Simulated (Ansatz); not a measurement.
# Quasiparticle gap of LiMgOF (rocksalt [001] superlattice), part 3 of 3

How far does one-shot GW move the LDA gap of LiMgOF (rocksalt [001] superlattice)?

Ansatz 0.2.0; LDA, then G0W0 on it, plane waves, PAW. Known limits of the many-body steps: finite bands, screening cutoff and k mesh; no spin-orbit coupling in G0W0.

So far. Step 3 (The LDA band structure): Over mesh and path the gap is 5.612 eV, from k = (0.000, 0.000, 0.100) to k = Γ, and equal within 1 meV to the least direct gap at k = Γ. The program's warnings for this run: structure snapped to symmetry.

## Step 4: The quasiparticle correction

G0W0 replaces the xc potential by a self-energy built once from the orbitals of the start. Levels are corrected in the window of bands that the input names, at points of the mesh.

This step: G0W0 on LDA, plane waves, PAW; PAW set soft_1.

The input, input.yaml:

```yaml
crystal:
  lattice:
    - [2.8929662, 0.0, 0.0]
    - [0.0, 2.8929662, 0.0]
    - [0.0, 0.0, 16.0624216673]
  atoms:
    - { symbol: Li, position: [0.0, 0.0, 0.0617659321] }
    - { symbol: F, position: [0.5, 0.5, 0.0646433346] }
    - { symbol: Li, position: [0.5, 0.5, 0.1827106702] }
    - { symbol: F, position: [0.0, 0.0, 0.1819070476] }
    - { symbol: Li, position: [0.0, 0.0, 0.3000997508] }
    - { symbol: F, position: [0.5, 0.5, 0.3009014273] }
    - { symbol: Li, position: [0.5, 0.5, 0.4210494439] }
    - { symbol: F, position: [0.0, 0.0, 0.4181744721] }
    - { symbol: Mg, position: [0.0, 0.0, 0.5460271953] }
    - { symbol: O, position: [0.5, 0.5, 0.5443866338] }
    - { symbol: Mg, position: [0.5, 0.5, 0.6758229134] }
    - { symbol: O, position: [0.0, 0.0, 0.6761409383] }
    - { symbol: Mg, position: [0.0, 0.0, 0.8070010214] }
    - { symbol: O, position: [0.5, 0.5, 0.8066853745] }
    - { symbol: Mg, position: [0.5, 0.5, 0.936786439] }
    - { symbol: O, position: [0.0, 0.0, 0.9384317371] }
kpoints:
  mp_grid: { grid: [6, 6, 2] }
hamiltonian:
  xc: lda
  pseudopotentials: { kind: paw, azcp: { folder: soft_1 }, xc_functional: pbe }
scf:
  occupations: { method: fixed }
gw:
  n_empty_bands: 352
  ecut_chi: 110.0
  qp_bands: [v4, c4]
  qp_kpoints: band_edges
  screening: { model: contour_deformation }
```

The run is started by

```bash
$ ansatz run input.yaml --threads 4 --pin off --max-ram 17510MiB --backend cpu --events-out ev --progress --plain --runs-dir out
```

Numbers of over 12 decimals in the logs are rounded to 6 here.

The log of the run:

```text
[...]
Crystal: 16 atoms, lattice volume = 134.430 Å³
Basis set: ecut = 420 eV, 2617 PW (Γ)
Bands: 68, of which v1, the nominal top of the filled ones, is band 52 counted from 1 (51 counted from 0)
Symmetry: 16 space group operations
[...]
k-points: 20 of 72
[...]
SCF iter   1: F=—  HF=-13840.979922 eV  |F-HF|=—  |Δ(HF+E_count)|=         —  Δρ=1.53e-1  dr2=2.26e1  ethr=3.10e-3  ⟨swp⟩=5.2  Hψ=5062  notcnv=0  defer=257
[...]
SCF iter  10: F=-13834.725147 eV  HF=-13834.725147 eV  |F-HF|=6.11e-9  |Δ(HF+E_count)|=   5.84e-8  Δρ=2.77e-6  dr2=1.01e-8  ethr=9.62e-11  ⟨swp⟩=13.3  Hψ=6644  notcnv=0
SCF 1 converged in 10 iterations: F = -13834.725147 eV  dr2 = 1.01e-8
[...]
G₀W₀ screening: q 1/20
[... further progress lines ...]
SCF converged after 10 iterations
Free energy (F): -13834.725147 eV
[...]
Internal energy: -13834.725147 eV  (E = F + TS)
E sigma→0 (E₀):  -13834.725147 eV
Fermi energy:    6.043682 eV
[...]
--- Band table (eV; the first three rows and the last of 20) ---
  k-point 0: bands = [... 48 lower, 5.7743, 5.7743, 6.0437, 6.0437, 11.6556, 12.6342, 12.8561, 14.6745, ... 12 higher]
  k-point 1: bands = [... 48 lower, 5.7742, 5.7742, 6.0437, 6.0437, 11.7150, 12.2934, 13.5140, 13.8014, ... 12 higher]
  k-point 2: bands = [... 48 lower, 5.4908, 5.7538, 5.8340, 5.9760, 12.5364, 13.1171, 13.2094, 14.7516, ... 12 higher]
  k-point 19: bands = [... 48 lower, 4.4927, 4.4927, 4.9725, 4.9725, 15.4938, 15.4938, 16.5829, 16.5829, ... 12 higher]
--- G₀W₀: contour deformation, 6 samples at zero and on the imaginary axis and 2 off it, 72 q-points, 352 empty bands' worth ---
  eigenvalues of the whole cell's RPA ε∞ on this k-mesh (on a slab, of 1 + 4πα/V) = 2.4733, 2.5819, 2.5819; static W/v taken at q = 0 is 0.387235
  gw.qp_kpoints: band_edges: 12 of 20 stored k-points solved, in 1 pass; an edge of the gap read off the rows below is read off those points alone
    valence top: of the k-points left out ik 11 came nearest to being solved in a further pass, in band 52 (counted from 1, as in the quasiparticle table): it holds the edge there only if its correction is more favourable than any solved in that band by at least 0.586 eV; those differ by 0.240 eV
    conduction bottom: of the k-points left out ik 10 came nearest to being solved in a further pass, in band 54 (counted from 1, as in the quasiparticle table): it holds the edge there only if its correction is more favourable than any solved in that band by at least 2.746 eV; those differ by 0.433 eV
    ik  band        ε_KS         Σx   Σc(E_QP)       V_xc       Z   E_QP_lin       E_QP  E_QP is
     0    49      5.7743   -26.3256     4.2555   -20.7800  0.8012     4.4702     4.4841  root
     0    50      5.7743   -26.3256     4.2555   -20.7800  0.8012     4.4702     4.4841  root
     0    51      6.0437   -26.5743     4.2368   -21.1254  0.8017     4.8199     4.8316  root
     0    52      6.0437   -26.5743     4.2368   -21.1254  0.8017     4.8199     4.8316  root
     0    53     11.6556   -10.0740    -3.6797   -15.3744  0.8578    13.2897    13.2762  root
     0    54     12.6342   -10.2844    -3.6813   -15.7556  0.8545    14.4423    14.4241  root
     0    55     12.8561    -9.0111    -3.6802   -14.5659  0.8655    14.7504    14.7307  root
     0    56     14.6745   -10.6112    -3.9614   -16.6421  0.8447    16.7733    16.7440  root
     1    49      5.7742   -26.3265     4.2555   -20.7810  0.8012     4.4703     4.4842  root
     1    50      5.7742   -26.3265     4.2555   -20.7810  0.8012     4.4703     4.4842  root
     1    51      6.0437   -26.5739     4.2368   -21.1250  0.8017     4.8198     4.8315  root
     1    52      6.0437   -26.5739     4.2368   -21.1250  0.8017     4.8198     4.8315  root
     1    53     11.7150   -10.4059    -3.6708   -15.6982  0.8552    13.3499    13.3364  root
     1    54     12.2934    -9.1128    -3.6710   -14.5538  0.8649    14.0805    14.0634  root
     1    55     13.5140   -10.0654    -3.7404   -15.7661  0.8556    15.4972    15.4743  root
     1    56     13.8014   -10.0687    -3.7981   -15.8238  0.8522    15.7823    15.7583  root
     2    49      5.4908   -25.9696     4.2604   -20.4064  0.8011     4.1737     4.1880  root
     2    50      5.7538   -26.2649     4.2642   -20.7093  0.8009     4.4484     4.4624  root
     2    51      5.8340   -26.1598     4.2090   -20.7067  0.8016     4.5773     4.5899  root
     2    52      5.9760   -26.4819     4.2533   -21.0052  0.8013     4.7404     4.7526  root
     2    53     12.5364   -10.3043    -3.6704   -15.7263  0.8544    14.3049    14.2880  root
     2    54     13.1171    -9.7861    -3.7539   -15.3903  0.8551    14.9875    14.9674  root
     2    55     13.2094    -9.0363    -3.7300   -14.6805  0.8626    15.1445    15.1235  root
     2    56     14.7516    -9.6328    -3.9785   -15.6474  0.8487    16.8157    16.7877  root
     3    49      5.4888   -25.9457     4.2568   -20.3864  0.8011     4.1719     4.1863  root
     3    50      5.7539   -26.2651     4.2642   -20.7093  0.8009     4.4484     4.4624  root
     3    51      5.8336   -26.1560     4.2087   -20.7030  0.8016     4.5767     4.5894  root
     3    52      5.9760   -26.4817     4.2533   -21.0049  0.8013     4.7404     4.7525  root
     3    53     12.5999   -10.7211    -3.6865   -16.1418  0.8504    14.3507    14.3341  root
     3    54     12.8148    -8.9502    -3.6914   -14.5081  0.8647    14.7010    14.6812  root
     3    55     13.8021    -9.6582    -3.8148   -15.4405  0.8548    15.7931    15.7695  root
     3    56     13.9247    -9.2992    -3.8496   -15.1003  0.8551    15.9001    15.8763  root
     4    49      5.3830   -25.7413     4.2828   -20.1181  0.8003     4.0269     4.0426  root
     4    50      5.4455   -26.0120     4.3357   -20.3664  0.7993     4.1207     4.1356  root
     4    51      5.6938   -26.1151     4.2806   -20.5363  0.8002     4.3813     4.3956  root
     4    52      5.7910   -26.2422     4.2856   -20.6980  0.8004     4.5191     4.5324  root
     4    53     13.7092    -7.6152    -3.7714   -13.4113  0.8686    15.7581    15.7339  root
     4    54     13.7342    -7.3588    -3.8573   -13.1656  0.8655    15.7066    15.6837  root
     4    55     14.1984    -8.3647    -3.9207   -14.2453  0.8565    16.1825    16.1583  root
     4    56     14.3007    -8.8025    -4.0044   -14.6422  0.8520    16.1571    16.1360  root
[...]
18    53     15.4934    -4.8090    -4.1269   -10.5526  0.8622    17.1263    17.1101  root
    18    54     15.4934    -4.8090    -4.1269   -10.5526  0.8622    17.1263    17.1101  root
    18    55     16.5851    -6.5634    -4.1522   -12.6610  0.8515    18.5580    18.5305  root
    18    56     16.5851    -6.5634    -4.1522   -12.6610  0.8515    18.5580    18.5305  root
    19    49      4.4927   -25.1107     4.3558   -19.3440  0.7968     3.0630     3.0818  root
    19    50      4.4927   -25.1107     4.3558   -19.3440  0.7968     3.0630     3.0818  root
    19    51      4.9725   -25.2252     4.3053   -19.4674  0.7984     3.5003     3.5201  root
    19    52      4.9725   -25.2252     4.3053   -19.4674  0.7984     3.5003     3.5201  root
    19    53     15.4938    -4.8040    -4.1275   -10.5475  0.8622    17.1259    17.1098  root
    19    54     15.4938    -4.8040    -4.1275   -10.5475  0.8622    17.1259    17.1098  root
    19    55     16.5829    -6.5257    -4.1518   -12.6181  0.8517    18.5508    18.5234  root
    19    56     16.5829    -6.5257    -4.1518   -12.6181  0.8517    18.5508    18.5234  root
```

Elapsed: 15 min, on 4 threads of Arm Neoverse V2, shared host; peak memory 1.7 GiB; 58 min of CPU time.

Numbers from this step:

| Quantity | Value |
| --- | --- |
| bands summed | 404 |
| RPA ε∞ on this mesh (eigenvalues) | 2.473, 2.582, 2.582 |
| plane waves in the screening matrix | 375 |
| q-points in the mesh | 72 |
| G0W0 gap over the corrected points | 8.445 eV |
| k of the valence top | 0, 0, 0 |
| k of the conduction bottom | 0, 0, 0 |
| starting gap on the mesh | 5.612 eV |
| Z at the valence top | 0.8017 |
| Z at the conduction bottom | 0.8578 |
| least direct G0W0 gap over the corrected points | 8.445 eV |

Over 12 of 20 irreducible mesh points the G0W0 gap is 8.445 eV, direct, at k = Γ. The LDA gap of this run on the mesh is 5.612 eV. The two states that bound the G0W0 gap lie that far apart at the start, so the correction of the gap is 8.445 − 5.612 = +2.833 eV. The start of this run differs from the step before in mesh (8×8×2 and 6×6×2). The program's warnings for this run: structure snapped to symmetry.

Labels follow the order of the start: v1 is the top filled band, c1 the lowest empty one; levels that stay degenerate share a row, the window can cut a multiplet, doubted levels are not marked in this list, bands outside the window were not corrected, and the list may be a part of the corrected levels. Levels before and after the correction, in eV, zero at the valence-band top of each column:

|  | conduction bottom | valence top |
| --- | --- | --- |
| Kohn-Sham | 5.61 | 0.00 |
| G0W0 | 8.44 | 0.00 |

|  | level | occupation | energy (eV) |
| --- | --- | --- | --- |
| Kohn-Sham | Γ v4-v3 | 2 | -0.269 |
| Kohn-Sham | Γ v2-v1 | 2 | 0.000 |
| Kohn-Sham | Γ c1 | 0 | 5.612 |
| Kohn-Sham | Γ c2 | 0 | 6.591 |
| Kohn-Sham | Γ c3 | 0 | 6.812 |
| Kohn-Sham | Γ c4 | 0 | 8.631 |
| G0W0 | Γ v4-v3 | 2 | -0.348 |
| G0W0 | Γ v2-v1 | 2 | 0.000 |
| G0W0 | Γ c1 | 0 | 8.445 |
| G0W0 | Γ c2 | 0 | 9.592 |
| G0W0 | Γ c3 | 0 | 9.899 |
| G0W0 | Γ c4 | 0 | 11.912 |

The parts of the quasiparticle energy for the two states that bound the G0W0 gap, in eV on the run's own scale (QP = start + Σx + Σc − Vxc, with Σc at the quasiparticle energy):

| edge | k | band | start | Σx | Σc | Vxc | Z | QP |
| --- | --- | --- | --- | --- | --- | --- | --- | --- |
| valence top | Γ | 51 | 6.044 | −26.574 | 4.237 | −21.125 | 0.802 | 4.832 |
| conduction bottom | Γ | 53 | 11.656 | −10.074 | −3.680 | −15.374 | 0.858 | 13.276 |

## Step 5: The runs together

Each gap is the least one over the points named; times are wall times on shared hosts, not benchmarks. A G0W0 time includes the run's own self-consistent start. Rows marked * are further runs, not shown as steps, whose inputs differ from the G0W0 step on the same start in the columns given; solver thresholds can differ too.

| level | mesh | files, cutoff | bands summed, screening | points | gap (eV) | valence top | conduction bottom | least direct gap (eV) | time |
| --- | --- | --- | --- | --- | --- | --- | --- | --- | --- |
| LDA | 8×8×2 | soft_1 PAW, 420 eV | - | mesh and path | 5.612 | (0.000, 0.000, 0.100) | Γ | 5.612 | 9.2 s |
| G0W0@LDA* | 6×6×2 | soft_1 PAW, 420 eV | 141, 44 eV | 12 of 20 irreducible mesh points | 8.397 | Γ | Γ | 8.397 | 2.1 min |
| G0W0@LDA | 6×6×2 | soft_1 PAW, 420 eV | 404, 110 eV | 12 of 20 irreducible mesh points | 8.445 | Γ | Γ | 8.445 | 15 min |

## Step 6: Outcome

```yaml
lda_gap_over_mesh_and_path: 5.612 eV, from k = (0.000, 0.000, 0.100) to k = Γ, and equal within 1 meV to the least direct gap at k = Γ
g0w0_lda_gap_over_12_of_20_irreducible_mesh_points: 8.445 eV, direct, at k = Γ
gw_settings: 6×6×2 mesh, 352 empty bands, screening to 110 eV, PAW set soft_1 files
known_limits: finite bands, screening cutoff and k mesh; no spin-orbit coupling in G0W0
```

In words: Over 12 of 20 irreducible mesh points the G0W0 gap is 8.445 eV, direct, at k = Γ. The LDA gap of this run on the mesh is 5.612 eV. The two states that bound the G0W0 gap lie that far apart at the start, so the correction of the gap is 8.445 − 5.612 = +2.833 eV. The valence state moves by 4.832 − 6.044 = −1.212 eV and the conduction state by 13.276 − 11.656 = +1.620 eV, on the run's own scale; with 141 bands the edge states move by −0.941 and +1.844 eV, so the split between the edges depends on the bands and cutoff. Over mesh and path, LDA puts the valence top at k = (0.000, 0.000, 0.100), which is no corrected point. The start's gap on the mesh of the G0W0 run, 5.612 eV, is no wider than the 5.612 eV found there (the runs differ in mesh (8×8×2 and 6×6×2)), so it is not shown that this mesh misses an edge. Levels at other points were not corrected, so a lower G0W0 gap elsewhere in the zone is not ruled out. From 141 bands and 44 eV to 404 bands and 110 eV the gap moves by 8.445 − 8.397 = +0.048 eV; bands and screening cutoff rise together, so their parts are not told apart. Two runs can't test a law of convergence, so the limit is not known. For the G0W0 step: the program's warnings for this run: structure snapped to symmetry. For the further run with 141 bands on the 6×6×2 mesh, the program warns: structure snapped to symmetry. The G0W0 runs are scalar-relativistic. No pair of G0W0 runs that differ in the mesh alone is shown (6×6×2 is a supercell whose nearest images lie 17 Å apart), so the error from the mesh is not known here. G0W0 is shown with one set of atomic data (soft_1 PAW), so the error from the files is not known here.

[Paths, hosts, dates, memory and timing lines, banners, echoed tables and standing remarks are left out of the program output.]

[Logs are printed without paths, hosts, clocks, repeated set-up lines and the standing remarks that a program may print on its own settings, such as how far it seeks lower states.]

[Runs of the session that timed out or met a known fault of the program may be left out.]

[Cells called generated may have been cut or substituted from an entry of the Crystallography Open Database or the Materials Project.]

[Hosts, paths, dates, database ids (printed as entryN), source tags and the programs' standing remarks are cut or masked in the printed files.]

[Where an RPA ε∞ is given, it is that of the G0W0 mesh and is not shown converged in it. Names of k-points follow the symmetry that the program found, which can be lower than the space group named. Band edges on a path are those of the sampled points; other points can move an edge, and change direct to indirect where valleys lie close.]

[Hybrid gaps are those of their k-mesh and are not shown converged in it.]
